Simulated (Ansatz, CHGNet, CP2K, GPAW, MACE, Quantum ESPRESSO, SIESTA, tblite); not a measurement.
**CP2K runs on random packing of Sn (61 atoms)**

Aim: run random packing of Sn (61 atoms) in CP2K and see how near its forces come to a plane-wave reference, and at what cost.

Main program and level: CP2K 2026.2; the method is named at each step.

## (1) The structure

The cell holds 61 atoms: 61 Sn. Its edges and angles: a = 11.914 Å, b = 11.914 Å, c = 11.914 Å, α = 90.0°, β = 90.0°, γ = 90.0°. 61 atoms (61 Sn) packed at random in a cube at 7.11 g/cm³ and pushed apart as soft spheres; a start for melting by ab initio MD, not an equilibrated structure. Then every atom was moved at random, 0.05 Å r.m.s. a Cartesian component.

The yardstick, on the same geometry:

| Property | Result |
| --- | --- |
| method | Kohn-Sham DFT, PBE, PAW, plane waves (Ansatz 0.2.0); cutoff 420 eV, Γ point, fermi-dirac smearing of 0.05 eV; PAW set soft_2 |
| r.m.s. force component | 1.178 eV/Å |
| longest force | 4.322 eV/Å |
| pressure | 15 GPa |
| SCF cycles | 10 |
| time | 16 s on 8 threads of Arm Neoverse V2, shared host |
| CPU time | 2 min |

## (2) PBE, DZVP-UZH, 350/50 Ry, diagonalisation

Method: Kohn-Sham DFT, PBE, GTH-PBE pseudopotentials, Gaussian and plane waves, DZVP-MOLOPT (UZH set), diagonalisation.

The input, input.inp:

```
&GLOBAL
  PROJECT cell
  RUN_TYPE ENERGY_FORCE
  PRINT_LEVEL LOW
&END GLOBAL
&FORCE_EVAL
  METHOD QS
  STRESS_TENSOR ANALYTICAL
  &DFT
    BASIS_SET_FILE_NAME BASIS_MOLOPT_UZH
    POTENTIAL_FILE_NAME POTENTIAL_UZH
    &MGRID
      CUTOFF 350
      REL_CUTOFF 50
    &END MGRID
    &QS
      EPS_DEFAULT 1.0E-12
    &END QS
    &SCF
      SCF_GUESS ATOMIC
      EPS_SCF 1.0E-06
      MAX_SCF 200
      ADDED_MOS 27
      &DIAGONALIZATION
        ALGORITHM STANDARD
      &END DIAGONALIZATION
      &SMEAR ON
        METHOD FERMI_DIRAC
        ELECTRONIC_TEMPERATURE [K] 580
      &END SMEAR
      &MIXING
        METHOD BROYDEN_MIXING
        ALPHA 0.15
        NBROYDEN 8
      &END MIXING
      &PRINT
        &RESTART OFF
        &END RESTART
      &END PRINT
    &END SCF
    &XC
      &XC_FUNCTIONAL PBE
      &END XC_FUNCTIONAL
    &END XC
    &PRINT
      &MULLIKEN ON
      &END MULLIKEN
      &LOWDIN ON
      &END LOWDIN
      &MO ON
        EIGENVALUES T
        OCCUPATION_NUMBERS T
        MO_INDEX_RANGE 111 134
        &EACH
          QS_SCF 0
        &END EACH
        ADD_LAST NUMERIC
      &END MO
    &END PRINT
  &END DFT
  &SUBSYS
    &CELL
      A 11.91370 0.00000 0.00000
      B 0.00000 11.91370 0.00000
      C 0.00000 0.00000 11.91370
    &END CELL
    &COORD
      SCALED
      Sn 0.97595 0.14213 0.00187
      Sn 0.44745 0.00268 0.09220
      Sn 0.80622 0.54071 0.95317
      Sn 0.26119 0.34622 0.08365
      Sn 0.62367 0.57635 0.75416
      Sn 0.31888 0.52911 0.28238
      Sn 0.39769 0.31549 0.52987
      Sn 0.18472 0.05704 0.52475
      Sn 0.72881 0.14599 0.93788
      Sn 0.45128 0.14327 0.35770
      Sn 0.21844 0.83384 0.26901
      Sn 0.33861 0.83954 0.65003
      Sn 0.34195 0.90301 0.87515
      Sn 0.11077 0.68463 0.72349
      Sn 0.08604 0.50861 0.05738
      Sn 0.60766 0.03602 0.72572
      Sn 0.51563 0.24333 0.92950
      Sn 0.00465 0.00351 0.62904
      Sn 0.88753 0.06574 0.81207
      Sn 0.93716 0.39976 0.83396
      Sn 0.47857 0.68968 0.61095
      Sn 0.60775 0.35335 0.37822
      Sn 0.68377 0.81906 0.42426
      Sn 0.03274 0.25076 0.19879
      Sn 0.30720 0.15922 0.95767
      Sn 0.11286 0.28736 0.92147
      Sn 0.93241 0.79827 0.27956
      Sn 0.30658 0.55659 0.78545
      Sn 0.20601 0.98055 0.09585
      Sn 0.48525 0.46280 0.89048
      Sn 0.41031 0.09256 0.58611
      Sn 0.63612 0.06128 0.45406
      Sn 0.82613 0.63910 0.15987
      Sn 0.66678 0.17244 0.24615
      Sn 0.20169 0.30462 0.70804
      Sn 0.87740 0.79645 0.64322
      Sn 0.40826 0.78783 0.42082
      Sn 0.86767 0.02542 0.42414
      Sn 0.03502 0.85631 0.85820
      Sn 0.95610 0.39123 0.56618
      Sn 0.28008 0.28920 0.32029
      Sn 0.43007 0.54405 0.09477
      Sn 0.63405 0.84697 0.01421
      Sn 0.19881 0.49841 0.48877
      Sn 0.17856 0.83180 0.49017
      Sn 0.04044 0.55343 0.27956
      Sn 0.02690 0.18933 0.42554
      Sn 0.21377 0.68816 0.95983
      Sn 0.78808 0.15652 0.61189
      Sn 0.84727 0.28544 0.33342
      Sn 0.73542 0.81625 0.81728
      Sn 0.05954 0.72533 0.10922
      Sn 0.01034 0.65240 0.48144
      Sn 0.77836 0.54097 0.57635
      Sn 0.56341 0.73185 0.18900
      Sn 0.87088 0.42299 0.14017
[... 1 atom lines left out ...]
      Sn 0.66905 0.59664 0.36567
      Sn 0.62572 0.27779 0.70515
      Sn 0.56820 0.36423 0.12637
      Sn 0.99079 0.93604 0.11260
    &END COORD
    &KIND Sn
      BASIS_SET DZVP-MOLOPT-PBE-GTH-q4
      POTENTIAL GTH-PBE-q4
    &END KIND
  &END SUBSYS
  &PRINT
    &FORCES ON
    &END FORCES
    &STRESS_TENSOR ON
    &END STRESS_TENSOR
  &END PRINT
&END FORCE_EVAL
```

On the command line:

```
$ OMP_NUM_THREADS=1 mpirun -np 4 cp2k.psmp -i input.inp > output.txt
```

Numbers of over 12 decimals in the logs are rounded to 6 here.

The program printed:

```text
CP2K| version string:                                       CP2K version 2026.2
 CP2K| Input file name                                                 input.inp
 GLOBAL| Basis set file name                                    BASIS_MOLOPT_UZH
 GLOBAL| Potential file name                                       POTENTIAL_UZH
 GLOBAL| Run type                                                   ENERGY_FORCE
 GLOBAL| Total number of message passing processes                             4
 GLOBAL| Number of threads for this process                                    1
 TOTAL NUMBERS AND MAXIMUM NUMBERS
  Total number of            - Atomic kinds:                                   1
                             - Atoms:                                         61
                             - Shell sets:                                    61
                             - Shells:                                       305
                             - Primitive Cartesian functions:                244
                             - Cartesian basis functions:                    854
                             - Spherical basis functions:                    793
  Maximum angular momentum of- Orbital basis functions:                        2
                             - Local part of the GTH pseudopotential:          0
                             - Non-local part of the GTH pseudopotential:      4
 SCF PARAMETERS         Density guess:                                    ATOMIC
                        max_scf:                                             200
                        eps_scf:                                        1.00E-06
                        added MOs                                        27    0
                        Mixing method:                            BROYDEN_MIXING
                                                charge density mixing in g-space
                        Smear method:                                FERMI_DIRAC
                        Electronic temperature [K]:                        580.0
                        Electronic temperature [a.u.]:                  1.84E-03
                        Accuracy threshold:                             1.00E-10
 Extrapolation method: initial_guess
 Number of electrons:                                                        244
 Number of occupied orbitals:                                                122
 Number of molecular orbitals:                                               149
 Number of orbital functions:                                                793
 Number of independent orbital functions:                                    793
 SCF WAVEFUNCTION OPTIMIZATION
  Step     Update method      Time    Convergence         Total energy    Change
     1 NoMix/Diag. 0.15E+00    1.6     0.65497894      -217.4157024187 -2.17E+02
     2 Broy./Diag. 0.15E+00    2.1     0.05192324      -212.3619395506  5.05E+00
     3 Broy./Diag. 0.15E+00    2.1     0.10264966      -211.8073854109  5.55E-01
     4 Broy./Diag. 0.15E+00    2.1     0.03162129      -211.5075683675  3.00E-01
     5 Broy./Diag. 0.15E+00    2.1     0.00683903      -211.4563708685  5.12E-02
     6 Broy./Diag. 0.15E+00    2.1     0.01104356      -211.3689569072  8.74E-02
     7 Broy./Diag. 0.15E+00    2.1     0.00212940      -211.3307130695  3.82E-02
[...]
16 Broy./Diag. 0.15E+00    2.1     0.00000563      -211.3106053051 -1.10E-04
    17 Broy./Diag. 0.15E+00    2.1     0.00000176      -211.3106401099 -3.48E-05
    18 Broy./Diag. 0.15E+00    2.1     0.00000042      -211.3106473798 -7.27E-06
  *** SCF run converged in    18 steps ***
  Electronic density on regular grids:       -243.9999999999        0.0000000001
  Core density on regular grids:              243.9999999988       -0.0000000012
  Total charge density on r-space grids:       -0.0000000012
  Total charge density g-space grids:          -0.0000000012
  Overlap energy of the core charge distribution:               7.9521e-07
  Self energy of the core charge distribution:               -455.081846
  Core Hamiltonian energy:                                    103.865627
  Hartree energy:                                             204.678921
  Exchange-correlation energy:                                -64.762256
  Electronic entropic energy:                                  -0.011095
  Fermi energy:                                                 0.185919
  Total energy:                                              -211.310647
  Total energy (extrapolated to T->0):                       -211.305100
 MO| EIGENVALUES AND OCCUPATION NUMBERS
 MO|
 MO|  Index      Eigenvalue [a.u.]        Eigenvalue [eV]             Occupation
 MO|    111               0.161637               4.398366               1.999996
 MO|    112               0.163989               4.462357               1.999987
 MO|    113               0.165382               4.500265               1.999972
 MO|    114               0.167723               4.563974               1.999900
 MO|    115               0.169812               4.620829               1.999689
 MO|    116               0.171953               4.679073               1.999003
[...]
MO|    132               0.206298               5.613658               0.000030
 MO|    133               0.208596               5.676183               0.000009
 MO|    134               0.211377               5.751860               0.000002
 MO| Sum:                                                             244.000000
 MO| E(Fermi):            0.185919 a.u.          5.059104 eV
 !-----------------------------------------------------------------------------!
                     Mulliken Population Analysis
 #  Atom  Element  Kind  Atomic population                           Net charge
       1     Sn       1          4.046809                             -0.046809
       2     Sn       1          3.976995                              0.023005
       3     Sn       1          3.958799                              0.041201
       4     Sn       1          4.030098                             -0.030098
       5     Sn       1          4.034095                             -0.034095
       6     Sn       1          3.983310                              0.016690
[...]
# Total charge                            244.000000                  0.000000
 !-----------------------------------------------------------------------------!
 LOWDIN POPULATION ANALYSIS
 #  Atom  Element  Kind  Atomic population                           Net charge
[...]
59     Sn       1          3.865497                              0.134503
      60     Sn       1          3.864906                              0.135094
      61     Sn       1          3.981828                              0.018172
 # Total charge                            244.000000                  0.000000
 ENERGY| Total FORCE_EVAL ( QS ) energy [hartree]           -211.310646
 FORCES| Atomic forces [hartree/bohr]
 FORCES|   Atom     x               y               z               |f|
 FORCES|      1 -1.86025388E-02 -1.66520242E-02  3.29127432E-02   4.13109311E-02
 FORCES|      2  2.08092689E-02 -7.89014434E-03  1.54986227E-02   2.71198701E-02
 FORCES|      3 -2.95277337E-02  2.26417195E-02 -3.57449999E-02   5.15968947E-02
 FORCES|      4  1.44783809E-02  1.72065783E-02  3.01117177E-02   3.75819823E-02
 FORCES|      5  2.87029593E-02  1.55407322E-02  1.57925376E-03   3.26782538E-02
 FORCES|      6 -2.63260638E-02  1.62844322E-02  1.83122894E-02   3.59664331E-02
[...]
FORCES|     59 -1.98017427E-02  4.15397743E-02  8.47343035E-03   4.67916754E-02
 FORCES|     60  2.48612975E-02 -4.19109342E-03  1.26451530E-02   2.82054830E-02
 FORCES|     61 -4.38846240E-02  4.22880245E-02 -2.02117786E-02   6.42078907E-02
 FORCES| Sum     4.42545013E-06 -6.56057149E-06  3.36819943E-06
 FORCES| Total atomic force                                       8.60060897E-06
 STRESS| Analytical stress tensor [bar]
 STRESS|                        x                   y                   z
 STRESS|      x        1.59269529965E+05  -2.94962004634E+04  -2.49059105435E+04
 STRESS|      y       -2.94962004634E+04   1.59503283746E+05   2.96550937015E+02
 STRESS|      z       -2.49059105435E+04   2.96550937015E+02   1.66367497221E+05
 STRESS| 1/3 Trace                                             1.61713436977E+05
```

It took 47 s on 4 MPI ranks of Arm Neoverse V2, shared host; peak memory 3.6 GiB; 3.1 min of CPU time.

Banners, paths, timers and routine set-up lines are dropped from the logs unmarked, and long logs keep their key lines alone; longer cuts are marked.

Numbers from this run, and their distance from the reference:

```yaml
r_m_s_force_component: 1.178 eV/Å
r_m_s_difference_of_force_components: 59.91 meV/Å
longest_difference_of_force_vectors: 227.7 meV/Å
force_difference_over_r_m_s_force: 5.086 %
slope_of_forces_against_the_reference_s: 0.9985
correlation_of_force_components: 0.9987
pressure: 16.17 GPa
pressure_difference: 1.171 GPa
```

A closer look about Sn52, which has 7 bonded neighbours where the commonest count for Sn is 4: 9 atoms, nearest first, numbered in the order of the input, with positions taken from that point.

| atom | x | y | z | distance (Å) | bonds | Mulliken charge (e) | Fx | Fy | Fz (eV/Å) |
| --- | --- | --- | --- | --- | --- | --- | --- | --- | --- |
| Sn52 | 0.00 | 0.00 | 0.00 | 0.00 | 7 | -0.14 | 0.59 | 0.11 | -0.68 |
| Sn48 | 1.84 | -0.44 | -1.78 | 2.60 | 4 | -0.01 | 2.37 | 0.19 | -1.17 |
| Sn61 | -0.82 | 2.51 | 0.04 | 2.64 | 4 | 0.07 | -2.26 | 2.17 | -1.04 |
| Sn15 | 0.32 | -2.58 | -0.62 | 2.67 | 5 | -0.03 | 0.54 | -1.98 | -2.23 |
| Sn27 | -1.51 | 0.87 | 2.03 | 2.68 | 3 | -0.02 | -1.54 | 1.20 | 3.86 |
| Sn46 | -0.23 | -2.05 | 2.03 | 2.89 | 4 | 0.03 | 0.73 | -1.26 | 1.05 |
| Sn11 | 1.89 | 1.29 | 1.90 | 2.98 | 4 | 0.11 | 0.67 | -0.34 | -0.34 |
| Sn33 | -2.78 | -1.03 | 0.60 | 3.03 | 4 | -0.04 | -2.25 | 1.58 | 0.17 |
| Sn39 | -0.29 | 1.56 | -2.99 | 3.39 | 1 | 0.03 | -0.08 | 0.87 | 0.97 |

Forces lie 5.1 % from the reference's, at 1.5 times its CPU time (on 4 against 8 cores).

## (3) GFN1-xTB, diagonalisation

Method: GFN1-xTB tight binding (the program's own implementation), diagonalisation.

The input, input.inp:

```
&GLOBAL
  PROJECT cell
  RUN_TYPE ENERGY_FORCE
  PRINT_LEVEL LOW
&END GLOBAL
&FORCE_EVAL
  METHOD QS
  STRESS_TENSOR ANALYTICAL
  &DFT
    &QS
      METHOD XTB
      &XTB
        GFN_TYPE 1
        DO_EWALD T
        CHECK_ATOMIC_CHARGES F
      &END XTB
    &END QS
    &SCF
      SCF_GUESS ATOMIC
      EPS_SCF 1.0E-06
      MAX_SCF 200
      ADDED_MOS 45
      &DIAGONALIZATION
        ALGORITHM STANDARD
      &END DIAGONALIZATION
      &SMEAR ON
        METHOD FERMI_DIRAC
        ELECTRONIC_TEMPERATURE [K] 580
      &END SMEAR
      &MIXING
        METHOD BROYDEN_MIXING
        ALPHA 0.15
        NBROYDEN 8
      &END MIXING
      &PRINT
        &RESTART OFF
        &END RESTART
      &END PRINT
    &END SCF
    &PRINT
      &MULLIKEN ON
      &END MULLIKEN
    &END PRINT
  &END DFT
  &SUBSYS
    &CELL
      A 11.91370 0.00000 0.00000
      B 0.00000 11.91370 0.00000
      C 0.00000 0.00000 11.91370
    &END CELL
    &TOPOLOGY
      COORD_FILE_NAME structure.xyz
      COORD_FILE_FORMAT XYZ
    &END TOPOLOGY
  &END SUBSYS
  &PRINT
    &FORCES ON
    &END FORCES
    &STRESS_TENSOR ON
    &END STRESS_TENSOR
  &END PRINT
&END FORCE_EVAL
```

The input, structure.xyz:

```xyz
61

Sn 11.62718 1.69329 0.02228
Sn 5.33079 0.03193 1.09844
Sn 9.60506 6.44186 11.35578
Sn 3.11174 4.12476 0.99658
Sn 7.43022 6.86646 8.98484
Sn 3.79904 6.30366 3.36419
Sn 4.73796 3.75865 6.31271
Sn 2.20070 0.67956 6.25171
Sn 8.68282 1.73928 11.17362
Sn 5.37641 1.70688 4.26153
Sn 2.60243 9.93412 3.20490
Sn 4.03410 10.00203 7.74426
Sn 4.07389 10.75819 10.42627
Sn 1.31968 8.15648 8.61944
Sn 1.02505 6.05943 0.68361
Sn 7.23948 0.42913 8.64601
Sn 6.14306 2.89896 11.07378
Sn 0.05540 0.04182 7.49419
Sn 10.57377 0.78321 9.67476
Sn 11.16504 4.76262 9.93555
[... 37 atom lines left out ...]
Sn 7.97086 7.10819 4.35648
Sn 7.45464 3.30951 8.40095
Sn 6.76936 4.33933 1.50553
Sn 11.80397 11.15170 1.34148
```

On the command line:

```
$ OMP_NUM_THREADS=1 cp2k.psmp -i input.inp > output.txt
```

The program printed:

```text
CP2K| version string:                                       CP2K version 2026.2
 CP2K| Input file name                                                 input.inp
 GLOBAL| Basis set file name                                           BASIS_SET
 GLOBAL| Potential file name                                           POTENTIAL
 GLOBAL| Run type                                                   ENERGY_FORCE
 GLOBAL| Total number of message passing processes                             1
 GLOBAL| Number of threads for this process                                    1
[... lines left out ...]
                        Smear method:                                FERMI_DIRAC
[... lines left out ...]
 Number of electrons:                                                        244
[... lines left out ...]
  Step     Update method      Time    Convergence         Total energy    Change
[... lines left out ...]
  *** SCF run converged in    95 steps ***
[... lines left out ...]
  Fermi energy:                                                -0.275161
  Total energy:                                              -156.157885
  Total energy (extrapolated to T->0):                       -156.153546
[... lines left out ...]
      60     Sn         1                 4.005152                     -0.005152
      61     Sn         1                 3.990795                      0.009205
 # Total charge                         244.000000                      0.000000
 ENERGY| Total FORCE_EVAL ( QS ) energy [hartree]           -156.157885
 FORCES| Atomic forces [hartree/bohr]
 FORCES|   Atom     x               y               z               |f|
 FORCES|      1 -2.69734128E-02 -2.71177611E-02  4.21523486E-02   5.69188762E-02
 FORCES|      2  1.48978390E-02 -6.80778707E-03  5.35897772E-03   1.72339842E-02
 FORCES|      3 -3.01564166E-02  2.02177184E-02 -4.59784306E-02   5.85848247E-02
[...]
FORCES|     60  2.70488765E-02 -8.39507449E-03  1.57748615E-02   3.24185942E-02
 FORCES|     61 -4.37718852E-02  4.29631528E-02 -3.49752668E-02   7.06050970E-02
 FORCES| Sum     1.73472348E-16 -9.71445147E-17 -2.70616862E-15
 FORCES| Total atomic force                                       2.71346242E-15
 STRESS| Analytical stress tensor [bar]
 STRESS|                        x                   y                   z
 STRESS|      x        8.91659767847E+02  -2.78882267610E+04  -3.09254213836E+04
 STRESS|      y       -2.78882267610E+04   9.77286836130E+03   8.19625776868E+03
 STRESS|      z       -3.09254213836E+04   8.19625776868E+03   1.92541304433E+04
 STRESS| 1/3 Trace                                             9.97288619081E+03
```

It took 12 s on 1 thread; peak memory 0.23 GiB.

Compared with the plane-wave run:

| Item | Value |
| --- | --- |
| r.m.s. force component | 1.542 eV/Å |
| r.m.s. difference of force components | 595.6 meV/Å |
| longest difference of force vectors | 2269 meV/Å |
| force difference over r.m.s. force | 50.56 % |
| slope of forces against the reference's | 1.229 |
| correlation of force components | 0.9388 |
| pressure | 0.9973 GPa |
| pressure difference | -14 GPa |

Against the first run (5.1 %), the force difference from the reference is 51 %, at 0.065 times the CPU time (on 1 against 4 cores) (95 SCF steps against 18); the model has changed, so this is no error of the program alone.

[end of part 1 of 2]

[Also dropped from logs without a mark: logging warnings of Python, and SIESTA's first energy breakdown and zero terms.]

[Logs are printed without paths, hosts, clocks, repeated set-up lines and the standing remarks that a program may print on its own settings, such as how far it seeks lower states.]

[Hosts, paths, dates, database ids (printed as entryN), source tags and the programs' standing remarks are cut or masked in the printed files.]
